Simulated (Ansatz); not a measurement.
# A hypothetical structure for LaTlSeO, part 2 of 2

This structure for LaTlSeO is made up. Its elements were placed in a known structure type with a cell scaled to their sizes. What cell does the guess relax to, and how far off was it?

Ansatz 0.2.0; DFT, PBE, plane-wave PAW, files of the set soft_1, scalar-relativistic, no spin, cell and ions relaxed at zero pressure; PAW set soft_1 (the session's first sound run).

So far: The structure; Relaxation of the guess. The relaxed cell has a = 4.292, c = 10.594 Å (conventional setting).

## (3) Electronic structure of the relaxed cell

With the geometry fixed, one more self-consistent run, with a narrower smearing and the mesh shown in its input, gives the bands, and its pressure, and its forces where symmetry allows any, show how far the geometry depends on these settings.

This step: DFT, PBE, plane-wave PAW, files of the set soft_1, scalar-relativistic, no spin, bands and density of states at the relaxed cell; PAW set soft_1 (Ansatz 0.2.0).

input.yaml

```yaml
crystal:
  lattice:
    - [4.2917791319, 0.0, 0.0]
    - [0.0, 4.2917791319, 0.0]
    - [0.0, 0.0, 10.5942226437]
  atoms:
    - { symbol: Tl, position: [0.5, 0.5, 0.5] }
    - { symbol: Tl, position: [0.0, 0.0, 0.5] }
    - { symbol: La, position: [0.5, 0.0, 0.1064045544] }
    - { symbol: La, position: [0.0, 0.5, 0.8935954456] }
    - { symbol: Se, position: [0.0, 0.5, 0.2667842455] }
    - { symbol: Se, position: [0.5, 0.0, 0.7332157545] }
    - { symbol: O, position: [0.0, 0.0, 0.0] }
    - { symbol: O, position: [0.5, 0.5, 0.0] }
kpoints:
  mp_grid: { grid: [8, 8, 4] }
  band_path:
    path:
      - [[0.0, 0.0, 0.0], [0.0, 0.5, 0.0], [0.5, 0.5, 0.0], [0.0, 0.0, 0.0], [0.0, 0.0, 0.5], [0.0, 0.5, 0.5], [0.5, 0.5, 0.5], [0.0, 0.0, 0.5]]
      - [[0.0, 0.5, 0.0], [0.0, 0.5, 0.5]]
      - [[0.5, 0.5, 0.0], [0.5, 0.5, 0.5]]
    npoints: 8
scf:
  occupations: { method: fermi_dirac, width: 0.03 }
  n_extra_bands: 12
hamiltonian:
  xc: pbe
  pseudopotentials: { kind: paw, azcp: { folder: soft_1 } }
output:
  forces: true
  stress: true
  write_bands: true
  dos: { projected: true }
  write_density: true
  write_potential: true
  elf: true
  volumetric_format: npy
```

Launch:

```console
ansatz run input.yaml --threads 4 --pin off --max-ram 10240MiB --backend cpu --events-out ev --progress --plain --runs-dir out
```

Numbers of over 12 decimals in the logs are rounded to 6 here.

The log of the run:

```text
La: projections on atomic orbitals take those of the free atom [Kr 4d10] 4f0 5s2 5p6 5d1 6s2, of charge +0.00 (hamiltonian.pseudopotentials.projection_atoms); the dataset's partial waves leave at most 1.9e-5 of an orbital's norm unspanned inside its sphere
[...]
Crystal: 8 atoms, lattice volume = 195.139 Å³
Basis set: ecut = 420 eV, 3771 PW (Γ), exchange–correlation on 60×60×144 points (8 copies of the dense FFT grid, shifted against one another)
Bands: 58, of which v1, the nominal top of the filled ones, is band 46 counted from 1 (45 counted from 0)
Symmetry: 16 space group operations
[...]
k-points: 45 of 256
[...]
SCF iter   1: F=—  HF=-47481.741426 eV  |F-HF|=—  |Δ(HF+E_count)|=         —  Δρ=7.40e-2  dr2=3.76e1  ethr=3.10e-3  ⟨swp⟩=6.4  Hψ=10801  notcnv=0
[...]
SCF iter  13: F=-47476.658024 eV  HF=-47476.658024 eV  |F-HF|=1.11e-8  |Δ(HF+E_count)|=   1.45e-7  Δρ=6.01e-6  dr2=6.96e-8  ethr=1.09e-10  ⟨swp⟩=16.7  Hψ=25122  notcnv=0
SCF 1 converged in 13 iterations: F = -47476.658024 eV  dr2 = 6.96e-8
[...]
NSCF: frozen V_eff on 75 k-points
SCF converged after 13 iterations
Free energy (F): -47476.658024 eV
[...]
Internal energy: -47476.657448 eV  (E = F + TS)
E sigma→0 (E₀):  -47476.657736 eV
Entropy (-TS):   -0.000576 eV (-0.072 meV/atom)
Fermi energy:    9.072039 eV
[...]
--- Forces (eV/Å), atoms counted from 1 ---
  atom   1  Tl    -0.00000000     0.00000000     0.00000000
  atom   2  Tl     0.00000000     0.00000000     0.00000000
  atom   3  La     0.00000000     0.00000000     0.00549087
  atom   4  La     0.00000000     0.00000000    -0.00549087
  atom   5  Se     0.00000000     0.00000000     0.00708322
  atom   6  Se     0.00000000     0.00000000    -0.00708322
  atom   7  O      0.00000000     0.00000000     0.00000000
  atom   8  O      0.00000000     0.00000000    -0.00000000
  max |Σ_I F_I| component: 8.33e-17 eV/Å
--- Stress (GPa, compression-positive) ---
       -0.019863       0.000000       0.000000
        0.000000      -0.019863       0.000000
        0.000000       0.000000       0.050652
  P = ⅓ Tr σ = 0.0036 GPa (0.036 kbar)
--- Band table (eV; the first three rows and the last of 45) ---
  k-point 0: bands = [... 42 lower, 7.7487, 8.2763, 8.4920, 8.4920, 10.6544, 10.6544, 10.9062, 11.7947, ... 8 higher]
  k-point 1: bands = [... 42 lower, 7.8224, 8.4100, 8.4100, 8.6797, 10.6874, 10.6874, 10.7347, 11.6797, ... 8 higher]
  k-point 2: bands = [... 42 lower, 7.9214, 8.3030, 8.3030, 9.0279, 10.5105, 10.7199, 10.7199, 11.6074, ... 8 higher]
  k-point 44: bands = [... 42 lower, 6.8882, 6.8882, 7.9206, 7.9206, 9.1975, 9.1975, 12.0678, 12.0678, ... 8 higher]
```

The job ended after 15 s (4 threads of AMD EPYC 7B13 (Zen 3), shared host; peak memory 1 GiB).

The column dr2 measures how far the density is from self-consistency, as an energy; F and HF (Harris–Foulkes) agree once it is small.

Numbers from this step:

| Property | Result |
| --- | --- |
| free energy | -47476.6580 eV |
| energy at zero smearing | -47476.6577 eV |
| smearing term TS | 5.76e-4 eV |
| Fermi energy | 9.072 eV |
| gap by band count | 0.1496 eV |
| pressure | 0.003642 GPa |

From bands.tsv. The electronic bands at the labelled points (eV, zero at the valence top; v1 is the highest filled band, c1 the lowest empty one):

| point | v4 | v3 | v2 | v1 | c1 | c2 | c3 | c4 |
| --- | --- | --- | --- | --- | --- | --- | --- | --- |
| Γ | -1.28 | -0.75 | -0.54 | -0.54 | 1.63 | 1.63 | 1.88 | 2.77 |
| halfway | -1.11 | -0.59 | -0.51 | -0.34 | 1.84 | 2.18 | 3.01 | 3.03 |
| X | -0.81 | -0.81 | -0.53 | -0.53 | 2.57 | 2.57 | 3.02 | 3.02 |
| halfway | -1.78 | -1.78 | -0.78 | -0.78 | 0.92 | 0.92 | 2.96 | 2.96 |
| M | -2.01 | -2.01 | -1.16 | -1.16 | 0.15 | 0.15 | 3.09 | 3.09 |
| halfway | -1.53 | -1.50 | -0.70 | -0.35 | 0.63 | 2.77 | 2.80 | 3.03 |
| Γ | -1.28 | -0.75 | -0.54 | -0.54 | 1.63 | 1.63 | 1.88 | 2.77 |
| halfway | -1.21 | -0.62 | -0.62 | -0.35 | 1.66 | 1.66 | 1.71 | 2.65 |
| Z | -1.11 | -0.72 | -0.72 | 0.00 | 1.48 | 1.69 | 1.69 | 2.58 |
| halfway | -0.92 | -0.90 | -0.79 | -0.28 | 1.85 | 2.21 | 2.89 | 3.04 |
| R | -0.80 | -0.80 | -0.78 | -0.78 | 2.58 | 2.58 | 2.98 | 2.98 |
| halfway | -1.74 | -1.74 | -0.63 | -0.63 | 1.01 | 1.01 | 2.92 | 2.92 |
| A | -2.14 | -2.14 | -1.11 | -1.11 | 0.17 | 0.17 | 3.04 | 3.04 |
| halfway | -1.64 | -1.15 | -0.62 | -0.46 | 0.44 | 2.76 | 3.00 | 3.07 |
| Z | -1.11 | -0.72 | -0.72 | 0.00 | 1.48 | 1.69 | 1.69 | 2.58 |
| jump to X | -0.81 | -0.81 | -0.53 | -0.53 | 2.57 | 2.57 | 3.02 | 3.02 |
| halfway | -0.80 | -0.80 | -0.65 | -0.65 | 2.57 | 2.57 | 3.00 | 3.00 |
| R | -0.80 | -0.80 | -0.78 | -0.78 | 2.58 | 2.58 | 2.98 | 2.98 |
| jump to M | -2.01 | -2.01 | -1.16 | -1.16 | 0.15 | 0.15 | 3.09 | 3.09 |
| halfway | -2.07 | -2.07 | -1.13 | -1.13 | 0.16 | 0.16 | 3.06 | 3.06 |
| A | -2.14 | -2.14 | -1.11 | -1.11 | 0.17 | 0.17 | 3.04 | 3.04 |

Counts of states for the cell as run, both spins, by energy window (eV from the valence-band top):

```
from  to  total
  -8  -7   1.06
  -7  -6   0.90
  -6  -5   1.09
  -5  -4   0.69
  -4  -3   7.40
  -3  -2   6.89
  -2  -1   5.07
  -1   0   4.92
   0   1   1.06
   1   2   1.49
   2   3   4.27
```

Below -8 eV lie 64.0 more states.

ELF in the ac plane at fractional y = 0.000, with atoms of Tl and La and Se and O within 0.2 Å of it. It is the smooth field of the valence electrons, not physical close to the nuclei.

Ten even steps from '_' (0.01) to '@' (0.81), each cell a mean:
```
##@@@@**..__......__--##@@%%
@@%%**--..__________..==##@@
==--......::====--::....::--
____..--**%%%%%%%%##++::____
__..==##@@@@@@%%@@@@@@**--__
__::##@@@@%%==--++@@@@%%++..
__::**@@@@##--..==%%@@%%++..
__..==##@@@@####%%@@%%**::..
::::..--**%%@@@@%%##++::..::
====--::::--==++==--::::--==
::--====::..........--====::
..__--==--..____..::====::__
__..==++--..____..::==++--..
====++==--..______::--==++==
------::..__________..::----
....____________________....
____________________________
____________________________
________::++**##**==..______
______--##@@@@@@@@@@**..____
..____++@@@@==--**@@%%--__..
##++::==@@%%::..==@@%%::--**
@@@@**--##@@%%%%@@@@++--%%@@
++%%@@++::**%%@@%%==::##@@##
```
Columns run along a (4.3 Å), rows up along c (10.6 Å). Atoms in or near the plane, at fractional coordinates: Tl at (0.00, 0.50), La at (0.50, 0.11), Se at (0.50, 0.73), O at (0.00, 0.00).

Electrostatic potential energy in the ac plane at fractional y = 0.000, with atoms of Tl and La and Se and O within 0.2 Å of it. With pseudopotentials it is smooth inside the atoms' cores, unlike the true potential.

Ten even steps from '0' (-32 eV) to '9' (13 eV), each cell a mean:
```
12799888899951
78999999999998
99999999999999
99999988999999
99998655579999
99996689757999
99986699857999
99997566568999
99999877889999
56899999999876
00378999998620
00058999997300
00168999997400
13589999998742
88899999999988
99999999999999
99999999999999
99999988899999
99998776788999
99986311247899
99873023115799
99862046204799
45875101026875
01688654578830
```
Columns run along a (4.3 Å; values clipped at the 3rd and 97th percentile), rows up along c (10.6 Å). Atoms in or near the plane, at fractional coordinates: Tl at (0.00, 0.50), La at (0.50, 0.11), Se at (0.50, 0.73), O at (0.00, 0.00).

Valence density in the ac plane at fractional y = 0.000, with atoms of Tl and La and Se and O within 0.2 Å of it. It is the smooth field of the valence electrons, not physical close to the nuclei.

Ten steps, logarithmic in the rise over the least value, from '_' (0 e/Å³) to '@' (40 e/Å³), each cell a mean:
```
++==::..______________..--++
::::..__________________..::
____________________________
____________......__________
________..::::--::....______
______..::==##%%**--..______
______..::++%%@@##--..______
________..::==++==::..______
__________..........________
::....__________________..::
====--..____________..::--==
**++==::____________..--==++
++++--::____________..::==++
----::..______________..::--
....______________________..
____________________________
____________________________
____________________________
____________......__________
________..::----::::..______
______..::----------::______
........::----------::......
==--::..::--------::....::--
**++--......::::::....::==++
```
Columns run along a (4.3 Å), rows up along c (10.6 Å). Atoms in or near the plane, at fractional coordinates: Tl at (0.00, 0.50), La at (0.50, 0.11), Se at (0.50, 0.73), O at (0.00, 0.00).

## (4) Summary of results

| Item | Value |
| --- | --- |
| space group, relaxed | P4/nmm |
| conventional cell | a = 4.292, b = 4.292, c = 10.594 Å; α = 90.0°, β = 90.0°, γ = 90.0° |
| volume per atom | 24.39 Å³ (guess 22.56) |

What this shows: LaTlSeO relaxes to P4/nmm with a = 4.292, b = 4.292 and c = 10.594 Å. The guessed volume was 8 % too small. The space group P4/nmm was held in the relaxation, so the end point is a stationary structure within it and may be a saddle against distortions or other arrangements. It has an indirect Kohn–Sham gap of 0.13 eV, which semilocal functionals understate. On the 8×8×4 mesh with the narrower smearing (relaxed on 6×6×3) the largest force component is 0.007 eV/Å and the largest stress component is 0.051 GPa, against the relaxation's thresholds of 0.015 eV/Å and 0.05 GPa. The cutoff wasn't tested. A vector of the cell changed its length by 8 %, more than the volume shows. Spin-orbit coupling is left out, which can matter for elements this heavy. No dispersion term is used, so weakly bound directions may come out too long. Nothing here tests whether the compound is stable against decomposition.

[Logs are printed without paths, hosts, clocks, repeated set-up lines and the standing remarks that a program may print on its own settings, such as how far it seeks lower states.]

[Hosts, paths, dates, database ids (printed as entryN), source tags and the programs' standing remarks are cut or masked in the printed files.]
